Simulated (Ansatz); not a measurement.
Rows from a G0W0 calculation on ZnSb (Pbca) (Ansatz 0.2.0; G0W0 on r2SCAN, plane waves, PAW; 2×2×2 mesh, 145 empty bands, screening to 30 eV), in eV. Spin-orbit coupling is left out.

```tsv
row	k	band	start	Σx	Σc at the solution	Vxc
A	(-0.500, 0.000, 0.000)	v1	8.994	-16.200	1.511	-15.136
B	(-0.500, 0.000, 0.000)	c1	9.803	-10.574	-3.005	-14.309
C	(-0.500, 0.000, 0.000)	c3	10.598	-8.584	-3.245	-12.364
D	(0.000, 0.000, -0.500)	c3	9.784	-10.172	-2.831	-13.677
E	(0.000, 0.000, -0.500)	c1	9.720	-7.763	-2.943	-11.001
F	(0.000, 0.000, -0.500)	v1	8.347	-15.270	1.698	-13.946
```

Question: Work out each quasiparticle level and how far it moved.

The quasiparticle equation reads E = start + Σx + Σc(E) − Vxc.

```tsv
row	E (eV)	shift (eV)
A	9.441	+0.447
B	10.533	+0.729
C	11.134	+0.536
D	10.457	+0.673
E	10.016	+0.296
F	8.723	+0.375
```

Limits: not at the basis limit; mesh may overstate the screening; no spin-orbit coupling; coarse k mesh.

[Paths, hosts, dates, memory and timing lines, banners, echoed tables and standing remarks are left out of the program output.]

[Logs are printed without paths, hosts, clocks, repeated set-up lines and the standing remarks that a program may print on its own settings, such as how far it seeks lower states.]

[Runs of the session that timed out or met a known fault of the program may be left out.]

[Cells called generated may have been cut or substituted from an entry of the Crystallography Open Database or the Materials Project.]

[Hosts, paths, dates, database ids (printed as entryN), source tags and the programs' standing remarks are cut or masked in the printed files.]
